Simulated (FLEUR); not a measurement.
# Fe2O3 (Hematite): which magnetic order is lowest, part 3 of 3

Aim: find out whether Fe2O3 (Hematite) carries moments, and which collinear order costs least.

FLEUR MaX-R8.1; PBE with U = 4.5 eV on Fe d; all-electron FLAPW, Dirac cores, scalar-relativistic bands.

So far, largest spin moment in the muffin-tin sphere (μB): step 2 (run 1 (ferro ++++)) 4.32; step 3 (start 2: antiferro ++--) 4.21; step 4 (order 3, typed as antiferro +-+-) 4.16; step 5 (order 4, typed as antiferro +--+) 4.22.

## Step 6: Start 5: ferri +++-

An opposed order shows whether neighbours prefer unlike signs.

Contents of inp.xml:

```
<?xml version="1.0" encoding="UTF-8" standalone="no"?>
<fleurInput fleurInputVersion="0.39">
   <comment>
      Fe2O3
   </comment>
   <calculationSetup>
      <cutoffs Kmax="4.4" Gmax="13.2" GmaxXC="13.2" numbands="0"/>
      <scfLoop itmax="120" minDistance="0.0001" maxIterBroyd="15" imix="Anderson" alpha="0.05" precondParam="0.0" spinf="2.0" sdNocoIR="T"/>
      <coreElectrons ctail="T" frcor="F" kcrel="0" coretail_lmax="0"/>
      <xcFunctional name="pbe" relativisticCorrections="F"/>
      <magnetism jspins="2"/>
      <soc l_soc="F" theta="0.0" phi="0.0" spav="F"/>
      <expertModes spex="0" secvar="F"/>
      <geometryOptimization l_f="F" forcealpha="1.0" forcemix="BFGS" epsdisp="0.00001" epsforce="0.00001"/>
      <ldaU l_linMix="F" mixParam="0.05" spinf="1.0"/>
   </calculationSetup>
   <cell>
      <bzIntegration valenceElectrons="100.0" mode="hist" fermiSmearingEnergy="0.00183747">
         <kPointListSelection listName="default-1"/>
         <xi:include xmlns:xi="http://www.w3.org/2001/XInclude" href="kpts.xml"> </xi:include>
      </bzIntegration>
      <xi:include xmlns:xi="http://www.w3.org/2001/XInclude" href="sym.xml"> </xi:include>
      <bulkLattice scale="1.0">
         <bravaisMatrix>
            <row-1>    4.7602201078862976     2.7483143606816314     8.6751027293933891</row-1>
            <row-2>   -4.7602201078862976     2.7483143606816314     8.6751027293933891</row-2>
            <row-3>    0.0000000000000000    -5.4966287213821596     8.6751027293933891</row-3>
         </bravaisMatrix>
      </bulkLattice>
   </cell>
   <atomSpecies>
      <species name="Iron (Fe) 4.000" element="Fe" atomicNumber="26">
         <mtSphere radius="2.29" gridPoints="757" logIncrement="0.016"/>
         <atomicCutoffs lmax="8" lnonsphr="6"/>
         <electronConfig flipSpins="F">
            <coreConfig>(1s1/2) (2s1/2) (2p1/2) (2p3/2)</coreConfig>
            <valenceConfig>(3s1/2) (3p1/2) (3p3/2) (4s1/2) (3d3/2) (3d5/2)</valenceConfig>
            <stateOccupation state="(3d3/2)" spinUp="2.0" spinDown="0.4"/>
            <stateOccupation state="(3d5/2)" spinUp="3.0" spinDown="0.6"/>
         </electronConfig>
         <energyParameters s="4" p="4" d="3" f="4"/>
         <ldaU l="2" U="4.5" J="0.0" l_amf="F"/>
         <lo type="SCLO" l="0" n="3" eDeriv="0"/>
         <lo type="SCLO" l="1" n="3" eDeriv="0"/>
      </species>
      <species name="Iron (Fe) -4.000" element="Fe" atomicNumber="26">
         <mtSphere radius="2.29" gridPoints="757" logIncrement="0.016"/>
         <atomicCutoffs lmax="8" lnonsphr="6"/>
         <electronConfig flipSpins="F">
            <coreConfig>(1s1/2) (2s1/2) (2p1/2) (2p3/2)</coreConfig>
            <valenceConfig>(3s1/2) (3p1/2) (3p3/2) (4s1/2) (3d3/2) (3d5/2)</valenceConfig>
            <stateOccupation state="(3d3/2)" spinUp="0.4" spinDown="2.0"/>
            <stateOccupation state="(3d5/2)" spinUp="0.6" spinDown="3.0"/>
         </electronConfig>
         <energyParameters s="4" p="4" d="3" f="4"/>
         <ldaU l="2" U="4.5" J="0.0" l_amf="F"/>
         <lo type="SCLO" l="0" n="3" eDeriv="0"/>
         <lo type="SCLO" l="1" n="3" eDeriv="0"/>
      </species>
      <species name="Oxygen (O)" element="O" atomicNumber="8">
         <mtSphere radius="1.29" gridPoints="427" logIncrement="0.024"/>
         <atomicCutoffs lmax="6" lnonsphr="4"/>
         <electronConfig flipSpins="F">
            <coreConfig>(1s1/2)</coreConfig>
            <valenceConfig>(2s1/2) (2p1/2) (2p3/2)</valenceConfig>
            <stateOccupation state="(2p1/2)" spinUp="0.666667" spinDown="0.666667"/>
            <stateOccupation state="(2p3/2)" spinUp="1.333333" spinDown="1.333333"/>
         </electronConfig>
         <energyParameters s="2" p="2" d="3" f="4"/>
      </species>
   </atomSpecies>
   <atomGroups>
      <atomGroup species="Iron (Fe) 4.000">
         <relPos label="                   1">.3553000000 .3553000000 .3553000000</relPos>
         <force calculate="T" relaxXYZ="TTT"/>
      </atomGroup>
      <atomGroup species="Iron (Fe) 4.000">
         <relPos label="                   2">.1447000000 .1447000000 .1447000000</relPos>
         <force calculate="T" relaxXYZ="TTT"/>
      </atomGroup>
      <atomGroup species="Iron (Fe) 4.000">
         <relPos label="                   3">-.3553000000 -.3553000000 -.3553000000</relPos>
         <force calculate="T" relaxXYZ="TTT"/>
      </atomGroup>
      <atomGroup species="Iron (Fe) -4.000">
         <relPos label="                   4">-.1447000000 -.1447000000 -.1447000000</relPos>
         <force calculate="T" relaxXYZ="TTT"/>
      </atomGroup>
      <atomGroup species="Oxygen (O)">
         <relPos label="                   5">-.4441000000 -.0559000000 1.000/4.000</relPos>
         <relPos label="                   6">1.000/4.000 -.4441000000 -.0559000000</relPos>
         <relPos label="                   7">-.0559000000 1.000/4.000 -.4441000000</relPos>
         <force calculate="T" relaxXYZ="TTT"/>
      </atomGroup>
      <atomGroup species="Oxygen (O)">
         <relPos label="                   8">.4441000000 .0559000000 -1.000/4.000</relPos>
         <relPos label="                   9">-1.000/4.000 .4441000000 .0559000000</relPos>
         <relPos label="                  10">.0559000000 -1.000/4.000 .4441000000</relPos>
         <force calculate="T" relaxXYZ="TTT"/>
      </atomGroup>
   </atomGroups>
   <output dos="F" band="F" slice="F">
      <bandDOS minEnergy="-.5*Htr" maxEnergy="0.5*Htr" sigma="0.015" storeEVData="T"/>
      <plotting iplot="0" polar="F">
         <plot TwoD="T" vec1="  1.0  0.0  0.0" vec2="  0.0  1.0  0.0" vec3="  0.0  0.0  1.0" zero="  0.0  0.0  0.0" file="plot"/>
      </plotting>
      <moessbauerParams electricFieldGradient="F" isomerShift="F" coreHyperfine="F" valenceHyperfine="F"/>
   </output>
</fleurInput>
```

Contents of crystal.txt:

```
Fe2O3
&input film=F cartesian=F /
2.51900000001  1.45434532809  4.59066666670
-2.51900000001  1.45434532809  4.59066666670
0.00000000000  -2.90869065619  4.59066666670
1.8897261246
1.0 1.0 1.0

10
26 0.35530000000  0.35530000000  0.35530000000 : 4.000
26 0.14470000000  0.14470000000  0.14470000000 : 4.000
26 0.64470000000  0.64470000000  0.64470000000 : 4.000
26 0.85530000000  0.85530000000  0.85530000000 : -4.000
8 0.55590000000  0.94410000000  0.25000000000
8 0.25000000000  0.55590000000  0.94410000000
8 0.94410000000  0.25000000000  0.55590000000
8 0.44410000000  0.05590000000  0.75000000000
8 0.75000000000  0.44410000000  0.05590000000
8 0.05590000000  0.75000000000  0.44410000000

&kpt div1=6 div2=6 div3=6 gamma=T /
```

Run with:

```sh
$ OMP_NUM_THREADS=1 inpgen -f crystal.txt > inpgen.log  # inp.xml is then edited as shown
$ OMP_NUM_THREADS=1 mpirun -n 4 fleur_MPI > fleur.log
```

What it wrote:

```text
[banner, memory and clock lines left out]
Welcome to FLEUR        (www.flapw.de)
      MaX-Release 8.1          (www.max-centre.eu)

 ========== k-point set info ==========
 Selected k-point list: default-1
 k-point list type: mesh
 6 x 6 x 6
 Number of k points: 40

 [... set-up left out ...]
 no density matrix found ... skipping LDA+U
 Reset of history
 Iteration:     1   Distance:      31.56030041 me/bohr^3
 Iteration:     2   Distance:      28.06942654 me/bohr^3
 Iteration:     3   Distance:      23.55116121 me/bohr^3
 Iteration:     4   Distance:      13.94028794 me/bohr^3
[...]
[... left out ...]
            <freeEnergy value="-5542.3521965464"/>
            <extrapolationTo0K value="-5542.3521965464"/>
         </totalEnergy>
         [... left out ...]
         <ldaUDensityMatrixConvergence>
            <distance spin="1" distance="0.000004"/>
            <distance spin="2" distance="0.000004"/>
         </ldaUDensityMatrixConvergence>
         <densityConvergence units="me/bohr^3">
            <chargeDensity spin="1" distance="0.0000401641"/>
            <chargeDensity spin="2" distance="0.0000641108"/>
            <overallChargeDensity distance="0.0000803160"/>
            <spinDensity distance="0.0000706825"/>
         </densityConvergence>
      </iteration>
```

It took 9.6 min on 4 MPI ranks of Arm Neoverse V2, shared host; peak memory 0.75 GiB.

Numbers from this step:

```
free energy                                                       : -150815.0863 eV
program's band gap on this mesh (in a metal only a level spacing) : 1.783 eV
magnetization                                                     : 10 μB
final state                                                       : ferrimagnetic
largest moment                                                    : 4.297 μB
```

It lies 157 meV a seeded atom under the first start, and its largest moment is 4.30 μB against 4.32 μB.

## Step 7: Start 6: no spin polarisation

A spinless run shows what the cell costs with no moments; under a U that can hold a penalty on part-filled orbitals beside the lost exchange.

inp.xml: that of step 6 with these lines changed.

```diff
@@ -10,3 +10,3 @@
       <xcFunctional name="pbe" relativisticCorrections="F"/>
-      <magnetism jspins="2"/>
+      <magnetism jspins="1"/>
       <soc l_soc="F" theta="0.0" phi="0.0" spav="F"/>
@@ -31,3 +31,3 @@
    <atomSpecies>
-      <species name="Iron (Fe) 4.000" element="Fe" atomicNumber="26">
+      <species name="Iron (Fe)" element="Fe" atomicNumber="26">
          <mtSphere radius="2.29" gridPoints="757" logIncrement="0.016"/>
@@ -37,18 +37,4 @@
             <valenceConfig>(3s1/2) (3p1/2) (3p3/2) (4s1/2) (3d3/2) (3d5/2)</valenceConfig>
-            <stateOccupation state="(3d3/2)" spinUp="2.0" spinDown="0.4"/>
-            <stateOccupation state="(3d5/2)" spinUp="3.0" spinDown="0.6"/>
-         </electronConfig>
-         <energyParameters s="4" p="4" d="3" f="4"/>
-         <ldaU l="2" U="4.5" J="0.0" l_amf="F"/>
-         <lo type="SCLO" l="0" n="3" eDeriv="0"/>
-         <lo type="SCLO" l="1" n="3" eDeriv="0"/>
-      </species>
-      <species name="Iron (Fe) -4.000" element="Fe" atomicNumber="26">
-         <mtSphere radius="2.29" gridPoints="757" logIncrement="0.016"/>
-         <atomicCutoffs lmax="8" lnonsphr="6"/>
-         <electronConfig flipSpins="F">
-            <coreConfig>(1s1/2) (2s1/2) (2p1/2) (2p3/2)</coreConfig>
-            <valenceConfig>(3s1/2) (3p1/2) (3p3/2) (4s1/2) (3d3/2) (3d5/2)</valenceConfig>
-            <stateOccupation state="(3d3/2)" spinUp="0.4" spinDown="2.0"/>
-            <stateOccupation state="(3d5/2)" spinUp="0.6" spinDown="3.0"/>
+            <stateOccupation state="(3d3/2)" spinUp="1.200000" spinDown="1.200000"/>
+            <stateOccupation state="(3d5/2)" spinUp="1.800000" spinDown="1.800000"/>
          </electronConfig>
@@ -72,15 +58,6 @@
    <atomGroups>
-      <atomGroup species="Iron (Fe) 4.000">
+      <atomGroup species="Iron (Fe)">
          <relPos label="                   1">.3553000000 .3553000000 .3553000000</relPos>
-         <force calculate="T" relaxXYZ="TTT"/>
-      </atomGroup>
-      <atomGroup species="Iron (Fe) 4.000">
          <relPos label="                   2">.1447000000 .1447000000 .1447000000</relPos>
-         <force calculate="T" relaxXYZ="TTT"/>
-      </atomGroup>
-      <atomGroup species="Iron (Fe) 4.000">
          <relPos label="                   3">-.3553000000 -.3553000000 -.3553000000</relPos>
-         <force calculate="T" relaxXYZ="TTT"/>
-      </atomGroup>
-      <atomGroup species="Iron (Fe) -4.000">
          <relPos label="                   4">-.1447000000 -.1447000000 -.1447000000</relPos>
@@ -92,5 +69,2 @@
          <relPos label="                   7">-.0559000000 1.000/4.000 -.4441000000</relPos>
-         <force calculate="T" relaxXYZ="TTT"/>
-      </atomGroup>
-      <atomGroup species="Oxygen (O)">
          <relPos label="                   8">.4441000000 .0559000000 -1.000/4.000</relPos>
```

crystal.txt: that of step 6 with these lines changed.

```diff
@@ -9,6 +9,6 @@
 10
-26 0.35530000000  0.35530000000  0.35530000000 : 4.000
-26 0.14470000000  0.14470000000  0.14470000000 : 4.000
-26 0.64470000000  0.64470000000  0.64470000000 : 4.000
-26 0.85530000000  0.85530000000  0.85530000000 : -4.000
+26 0.35530000000  0.35530000000  0.35530000000
+26 0.14470000000  0.14470000000  0.14470000000
+26 0.64470000000  0.64470000000  0.64470000000
+26 0.85530000000  0.85530000000  0.85530000000
 8 0.55590000000  0.94410000000  0.25000000000
```

What it wrote:

```text
[banner, memory and clock lines left out]
Welcome to FLEUR        (www.flapw.de)
      MaX-Release 8.1          (www.max-centre.eu)

 ========== k-point set info ==========
 Selected k-point list: default-1
 k-point list type: mesh
 6 x 6 x 6
 Number of k points: 32

 [... set-up left out ...]
 no density matrix found ... skipping LDA+U
 Reset of history
 Iteration:     1   Distance:      39.54780856 me/bohr^3
 Iteration:     2   Distance:      47.34770084 me/bohr^3
 Iteration:     3   Distance:      43.11416532 me/bohr^3
 Iteration:     4   Distance:      30.81383087 me/bohr^3
[...]
<sumOfEigenvalues value="    -3178.5921656284">
               <coreElectrons value="-3115.2689328375"/>
               <valenceElectrons value="-63.3232327908"/>
            </sumOfEigenvalues>
         [... left out ...]
            <freeEnergy value="-5541.9732404210"/>
            <extrapolationTo0K value="-5541.9720134057"/>
         </totalEnergy>
         [... left out ...]
         <ldaUDensityMatrixConvergence>
            <distance spin="1" distance="0.000002"/>
         </ldaUDensityMatrixConvergence>
         <densityConvergence units="me/bohr^3">
            <chargeDensity spin="1" distance="0.0000246417"/>
         </densityConvergence>
      </iteration>
```

Wall time 1.8 min (4 MPI ranks); peak memory 0.38 GiB.

Numbers from this step:

```
free energy                                                       : -150804.7744 eV
program's band gap on this mesh (in a metal only a level spacing) : 0.04202 eV
final state                                                       : non-magnetic (no spin polarisation)
```

It lies 2421 meV a seeded atom over the first start.

## Step 8: The states side by side

Free energies are divided by the number of seeded atoms.

Orders:

```csv
start,final state,typed order kept,energy over the lowest (meV a seeded atom),largest sphere moment (μB),net moment (μB a primitive cell),mesh matched,CPU time (s)
ferro ++++,ferromagnetic,yes,292.2,4.318,20,yes,558.6
antiferro ++--,antiferromagnetic,yes,109.4,4.205,0,yes,1473
antiferro +-+-,antiferromagnetic,yes,0,4.157,0,yes,811.8
antiferro +--+,antiferromagnetic,yes,144.4,4.221,0,yes,1415
ferri +++-,ferrimagnetic,yes,135.2,4.297,10,yes,2314
no spin polarisation,non-magnetic,-,2713,0,0,yes,420.1
```

## Step 9: Results

```yaml
lowest_state_found: antiferromagnetic (typed antiferro +-+-)
largest_site_spin_moment: 4.16 μB
next_finished_state: antiferromagnetic, 109 meV a seeded atom higher
spinless_run_over_the_lowest_under_a_u_no_clean_measure_of_the_moments: 2713 meV a seeded atom
```

**Reading.** The lowest state found is antiferromagnetic, reached from the start antiferro +-+-, with moments up to 4.16 μB. The next finished state costs 109 meV a seeded atom. Under a U a spinless run can be left with part-filled orbitals, which the U penalises, or fall into a low-spin state, so its energy is no clean measure of what the moments gain. This is the lowest of 6 finished starts, no proof of the ground state. With 4 seeded atoms in the first cell, sign patterns within that cell may remain untried.

[Logs and program files are shortened in this print: banners, set-up blocks, solver, clock and traceback lines can be left out without a mark of their own.]

[Logs are printed without paths, hosts, clocks, repeated set-up lines and the standing remarks that a program may print on its own settings, such as how far it seeks lower states.]

[Hosts, paths, dates, database ids (printed as entryN), source tags and the programs' standing remarks are cut or masked in the printed files.]

[Where a cell is said to come from a database of computed structures, the database is the Materials Project.]
